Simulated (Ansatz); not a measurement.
**AlRh (Pm-3m): Grüneisen parameters**

Aim: how the phonons of AlRh (Pm-3m) shift with volume, and the thermal expansion that follows.

Calculated with Ansatz 0.2.0; DFT PBEsol, scalar-relativistic, plane waves, PAW; PAW set soft_1.

This is a report of a sequence of runs, with most program output left out.

## 1. Starting point

The structure is cubic, space group Pm-3m (No. 221). The conventional cell has a = 2.972 Å, b = 2.972 Å, c = 2.972 Å, α = 90.00°, β = 90.00°, γ = 90.00°. Nearest to Al lie 8 Rh at 2.57 Å. Nearest to Rh lie 8 Al at 2.57 Å. Farther neighbours are not listed.

## 2. Response at finite wavevector

The cell comes from relaxations at this level that are not shown. Stability and thermal properties need the whole zone. Linear response on a 4×4×4 q mesh gives force constants as far as a supercell of that size would.

File input.yaml:

```yaml
crystal:
  lattice:
    - [2.9717921017, 0.0, 0.0]
    - [0.0, 2.9717921017, 0.0]
    - [0.0, 0.0, 2.9717921017]
  atoms:
    - { symbol: Al, position: [0.0, 0.0, 0.0] }
    - { symbol: Rh, position: [0.5, 0.5, 0.5] }
kpoints:
  mp_grid: { grid: [16, 16, 16] }
hamiltonian:
  xc: pbesol
  pseudopotentials: { kind: paw, azcp: { folder: soft_1 }, xc_functional: pbe }
scf:
  occupations: { method: methfessel_paxton, width: 0.2 }
output:
  eigenvalues: true
phonons:
  method: dfpt
  qmesh: [4, 4, 4]
  temperatures: { t_max: 1000, t_step: 50 }
  qpath:
    path:
      - [[0.0, 0.0, 0.0], [0.0, 0.5, 0.0], [0.5, 0.5, 0.0], [0.0, 0.0, 0.0], [0.5, 0.5, 0.5], [0.0, 0.5, 0.0]]
      - [[0.5, 0.5, 0.5], [0.5, 0.5, 0.0]]
    npoints: 10
```

The run is started by

```bash
$ ansatz run input.yaml --threads 4 --pin off --max-ram 10240MiB --backend cpu --events-out ev --progress --plain --runs-dir out
```

Wall time 4.4 min (4 threads of Arm Neoverse V1, shared host); peak memory 2.1 GiB; 17 min of CPU time.

This step gave:

```
volume per atom                                            : 13.12 Å³
gap on the k-mesh                                          : 0 eV
sum-rule residual before enforcement                       : 6.19e-5 eV/Å²
lowest frequency on the path                               : 0 cm⁻¹
point group                                                : m-3m
highest frequency on the path or at a solved wavevector    : 406.2 cm⁻¹
mean frequency                                             : 236.8 cm⁻¹
Debye temperature (second moment)                          : 467 K
logarithmic mean frequency                                 : 219.9 cm⁻¹
highest optical mode at the zone centre (no LO-TO term)    : 288.6 cm⁻¹
lowest optical zone-centre mode                            : 288.6 cm⁻¹
lowest mode on the q mesh (acoustic modes at Γ apart)      : 96.94 cm⁻¹
zero-point energy per atom                                 : 44.03 meV
heat capacity at 300 K                                     : 22.20 J/(mol atoms K)
vibrational entropy at 300 K                               : 25.06 J/(mol atoms K)
edges of the widest gap between branches, on path and mesh : 221.3, 259.1 cm⁻¹
```

Frequencies (cm⁻¹) solved at each irreducible wavevector; negative means imaginary. Frequencies by wavevector, by row:

```csv
q in reciprocal lattice units,star,mode 1,mode 2,mode 3,mode 4,mode 5,mode 6
0 0 0,1,0,0,0,288.6,288.6,288.6
0 0 0.25,6,96.9,96.9,161.8,284.3,284.3,359.6
0 0 -0.5,3,138.3,138.3,221.3,280.7,280.7,406.2
0 0.25 0.25,12,120.5,126,184.2,277.2,315.4,346.3
0 0.25 -0.5,12,143,160.2,188.1,269.8,316.4,361.2
0 -0.5 -0.5,3,151.4,167.5,167.5,259.1,340,340
0.25 0.25 0.25,8,150.7,150.7,188.6,310.5,310.5,325.4
0.25 0.25 -0.5,12,164.8,167.3,182.7,307.3,308.1,345
0.25 -0.5 -0.5,6,165.6,186.7,186.7,299.6,335.7,335.7
-0.5 -0.5 -0.5,1,198.4,198.4,198.4,333.6,333.6,333.6
```

Symmetry leaves 10 wavevectors to solve. The lowest mode among them, the acoustic zeros apart, lies at q = (0, 0, 0.25) and is real, 96.9 cm⁻¹.

## 3. Relaxing at another volume, volume ratio 0.97

The volume is scaled by 0.97 and held; symmetry leaves nothing to relax, so this is a single point. The modes can then be followed against volume.

input.yaml, the sections that differ from step 2:

```yaml
crystal:
  lattice:
    - [2.9417719472, 0.0, 0.0]
    - [0.0, 2.9417719472, 0.0]
    - [0.0, 0.0, 2.9417719472]
  atoms:
    - { symbol: Al, position: [0.0, 0.0, 0.0] }
    - { symbol: Rh, position: [0.5, 0.5, 0.5] }
output:
  forces: true
  stress: true
  eigenvalues: true
# kpoints, hamiltonian, scf: as in step 2
# phonons: removed
```

It took 0.93 s on 4 threads; peak memory 0.34 GiB.

This step gave:

| Item | Value |
| --- | --- |
| pressure | 6.924 GPa |
| volume per atom | 12.73 Å³ |

The run ends at a pressure of 6.92 GPa.

## 4. Phonons at the other volume, volume ratio 0.97

The phonons are repeated at this volume on the same k and q meshes.

input.yaml, as its differences from that of step 3:

```diff
@@ -16,4 +16,11 @@
 output:
-  forces: true
-  stress: true
   eigenvalues: true
+phonons:
+  method: dfpt
+  qmesh: [4, 4, 4]
+  temperatures: { t_max: 1000, t_step: 50 }
+  qpath:
+    path:
+      - [[0.0, 0.0, 0.0], [0.0, 0.5, 0.0], [0.5, 0.5, 0.0], [0.0, 0.0, 0.0], [0.5, 0.5, 0.5], [0.0, 0.5, 0.0]]
+      - [[0.5, 0.5, 0.5], [0.5, 0.5, 0.0]]
+    npoints: 10
```

Wall time 4.4 min (4 threads); peak memory 2.1 GiB.

This step gave:

```yaml
sum_rule_residual_before_enforcement: 5.52e-5 eV/Å²
highest_frequency_on_the_path_or_at_a_solved_wavevector: 427.1 cm⁻¹
mean_frequency: 250.9 cm⁻¹
debye_temperature_second_moment: 495 K
logarithmic_mean_frequency: 232.9 cm⁻¹
highest_optical_mode_at_the_zone_centre_no_lo_to_term: 308.3 cm⁻¹
lowest_optical_zone_centre_mode: 308.3 cm⁻¹
lowest_mode_on_the_q_mesh_acoustic_modes_at_gamma_apart: 102.6 cm⁻¹
zero_point_energy_per_atom: 46.66 meV
heat_capacity_at_300_k: 21.90 J/(mol atoms K)
vibrational_entropy_at_300_k: 23.79 J/(mol atoms K)
edges_of_the_widest_gap_between_branches_on_path_and_mesh: 234.3, 275.9 cm⁻¹
```

Frequencies (cm⁻¹) solved at each irreducible wavevector; negative means imaginary. Frequencies by wavevector, by row:

```csv
q in reciprocal lattice units,star,mode 1,mode 2,mode 3,mode 4,mode 5,mode 6
0 0 0,1,0,0,0,308.3,308.3,308.3
0 0 0.25,6,102.6,102.6,171,302.6,302.6,380.1
0 0 -0.5,3,147.6,147.6,234.3,296.9,296.9,427.1
0 0.25 0.25,12,127.8,131.1,196,294.7,336.6,364.4
0 0.25 -0.5,12,152.2,169.6,197.1,286.3,336.7,381.9
0 -0.5 -0.5,3,160.5,174.5,174.5,275.9,362.7,362.7
0.25 0.25 0.25,8,159.3,159.3,199.2,330,330,343.9
0.25 0.25 -0.5,12,173.9,179.7,191.9,324.5,328.8,365.4
0.25 -0.5 -0.5,6,178,197.2,197.2,317.1,356.5,356.5
-0.5 -0.5 -0.5,1,213.4,213.4,213.4,351.9,351.9,351.9
```

The highest optical mode at the zone centre (no LO-TO term) is 308.3 cm⁻¹, +19.7 cm⁻¹ against the base run.

## 5. Relaxing at another volume, volume ratio 1.03

The volume is scaled by 1.03 and held; symmetry leaves nothing to relax, so this is a single point. The modes can then be followed against volume.

input.yaml, the sections that differ from step 4:

```yaml
crystal:
  lattice:
    - [3.0012176995, 0.0, 0.0]
    - [0.0, 3.0012176995, 0.0]
    - [0.0, 0.0, 3.0012176995]
  atoms:
    - { symbol: Al, position: [0.0, 0.0, 0.0] }
    - { symbol: Rh, position: [0.5, 0.5, 0.5] }
output:
  forces: true
  stress: true
  eigenvalues: true
# kpoints, hamiltonian, scf: as in step 4
# phonons: removed
```

It took 1.1 s on 4 threads; peak memory 0.34 GiB; 3.5 s of CPU time.

This step gave:

| Quantity | Value |
| --- | --- |
| pressure | -5.879 GPa |
| volume per atom | 13.52 Å³ |

The run ends at a pressure of -5.88 GPa.

## 6. Phonons at the other volume, volume ratio 1.03

input.yaml, as its differences from that of step 5:

```diff
@@ -16,4 +16,11 @@
 output:
-  forces: true
-  stress: true
   eigenvalues: true
+phonons:
+  method: dfpt
+  qmesh: [4, 4, 4]
+  temperatures: { t_max: 1000, t_step: 50 }
+  qpath:
+    path:
+      - [[0.0, 0.0, 0.0], [0.0, 0.5, 0.0], [0.5, 0.5, 0.0], [0.0, 0.0, 0.0], [0.5, 0.5, 0.5], [0.0, 0.5, 0.0]]
+      - [[0.5, 0.5, 0.5], [0.5, 0.5, 0.0]]
+    npoints: 10
```

The job ended after 5.5 min (4 threads; peak memory 2.1 GiB).

This step gave:

```
sum-rule residual before enforcement                       : 5.82e-5 eV/Å²
highest frequency on the path or at a solved wavevector    : 386.5 cm⁻¹
mean frequency                                             : 223.2 cm⁻¹
Debye temperature (second moment)                          : 440 K
logarithmic mean frequency                                 : 207.4 cm⁻¹
highest optical mode at the zone centre (no LO-TO term)    : 269.6 cm⁻¹
lowest optical zone-centre mode                            : 269.6 cm⁻¹
lowest mode on the q mesh (acoustic modes at Γ apart)      : 91.48 cm⁻¹
zero-point energy per atom                                 : 41.51 meV
heat capacity at 300 K                                     : 22.48 J/(mol atoms K)
vibrational entropy at 300 K                               : 26.36 J/(mol atoms K)
edges of the widest gap between branches, on path and mesh : 209, 242.9 cm⁻¹
```

The highest optical mode at the zone centre (no LO-TO term) is 269.6 cm⁻¹, -19.0 cm⁻¹ against the base run.

## 7. Grüneisen parameters

The Grüneisen parameter of a mode is minus the logarithmic change of its frequency with volume, −d ln ω / d ln V; weighted by heat capacity it gives the expansion.

This step gave:

| Property | Result |
| --- | --- |
| bulk modulus | 213.3 GPa |

Phonon branches along the path, in cm⁻¹:

```csv
point,branch 1,branch 2,branch 3,branch 4,branch 5,branch 6
Γ,0,0,0,289,289,289
halfway,97,97,162,284,284,360
X,138,138,221,281,281,406
halfway,143,160,188,270,316,361
M,151,168,168,259,340,340
halfway,120,126,184,277,315,346
Γ,0,0,0,289,289,289
halfway,151,151,189,310,310,325
R,198,198,198,334,334,334
halfway,165,167,183,307,308,345
X,138,138,221,281,281,406
jump to R,198,198,198,334,334,334
halfway,166,187,187,300,336,336
M,151,168,168,259,340,340
```

The same for volume x 0.97:

```csv
point,branch 1,branch 2,branch 3,branch 4,branch 5,branch 6
Γ,0,0,0,308,308,308
X,148,148,234,297,297,427
M,160,174,174,276,363,363
Γ,0,0,0,308,308,308
R,213,213,213,352,352,352
X,148,148,234,297,297,427
R,213,213,213,352,352,352
M,160,174,174,276,363,363
```

The same for volume x 1.03:

```csv
point,branch 1,branch 2,branch 3,branch 4,branch 5,branch 6
Γ,0,0,0,270,270,270
X,129,129,209,265,265,386
M,142,161,161,243,318,318
Γ,0,0,0,270,270,270
R,184,184,184,316,316,316
X,129,129,209,265,265,386
R,184,184,184,316,316,316
M,142,161,161,243,318,318
```

Mode Grueneisen parameter -dln(w)/dln(V), modes matched by rank; at Γ the acoustic branches take the value of a neighbouring point of the path. Mode grüneisen parameters along the path, in :

```csv
point,branch 1,branch 2,branch 3,branch 4,branch 5,branch 6
Γ,1.72,1.72,1.76,2.23,2.23,2.23
halfway,1.91,1.91,1.84,2.09,2.09,1.86
X,2.22,2.22,1.90,1.89,1.89,1.66
halfway,2.11,1.91,1.55,1.99,2.10,1.87
M,1.98,1.35,1.35,2.12,2.18,2.18
halfway,1.99,1.32,2.09,2.06,2.20,1.70
Γ,1.73,1.16,2.02,2.23,2.23,2.23
halfway,1.86,1.86,1.85,2.04,2.04,1.85
R,2.46,2.46,2.46,1.78,1.78,1.78
halfway,1.87,2.35,1.63,1.98,2.04,1.93
X,2.22,2.22,1.90,1.89,1.89,1.66
jump to R,2.46,2.46,2.46,1.78,1.78,1.78
halfway,2.45,1.83,1.83,1.90,2.02,2.02
M,1.98,1.35,1.35,2.12,2.18,2.18
```

(dS/dlnV)/C_V. Table of thermodynamic Grueneisen parameter by temperature:

```csv
temperature (K),thermodynamic Grueneisen parameter
50,1.87
100,1.91
150,1.92
200,1.93
250,1.93
300,1.93
350,1.93
400,1.93
450,1.93
500,1.93
550,1.93
600,1.93
650,1.93
700,1.93
750,1.93
800,1.93
850,1.93
900,1.93
950,1.93
1000,1.93
```

Gamma C_V/(B V) at the static volume. Table of volume expansion by temperature:

```csv
temperature (K),volume expansion (1e-6/K)
50,3.58
100,12.6
150,18.7
200,22.2
250,24.2
300,25.4
350,26.2
400,26.8
450,27.1
500,27.4
550,27.6
600,27.8
650,27.9
700,28.0
750,28.1
800,28.1
850,28.2
900,28.2
950,28.3
1000,28.3
```

## 8. Summary of results

```yaml
bulk_modulus: 213 GPa
thermodynamic_grueneisen_parameter_at_300_k: 1.932
volume_expansion_at_300_k_estimated: 25.44 × 10⁻⁶ K⁻¹
```

By this estimate the volume grows by 25.4 × 10⁻⁶ per kelvin at 300 K. The highest optical mode at Γ goes from 308 to 270 cm⁻¹ as the cell grows, a Grüneisen parameter of 2.23. Mode parameters on the path run from 1.2 to 2.5, with a median of 2.0. Branches are matched by rank, so values near crossings are rough. The expansion is the Grüneisen estimate at the static volume, with the static bulk modulus. With no gap, or one that is small against the smearing, the frequencies hang on the k mesh and the smearing, most of all near Kohn anomalies. The PAW files were made for PBE and serve the other functionals too.

[Logs are printed without paths, hosts, clocks, repeated set-up lines and the standing remarks that a program may print on its own settings, such as how far it seeks lower states.]

[Hosts, paths, dates, database ids (printed as entryN), source tags and the programs' standing remarks are cut or masked in the printed files.]
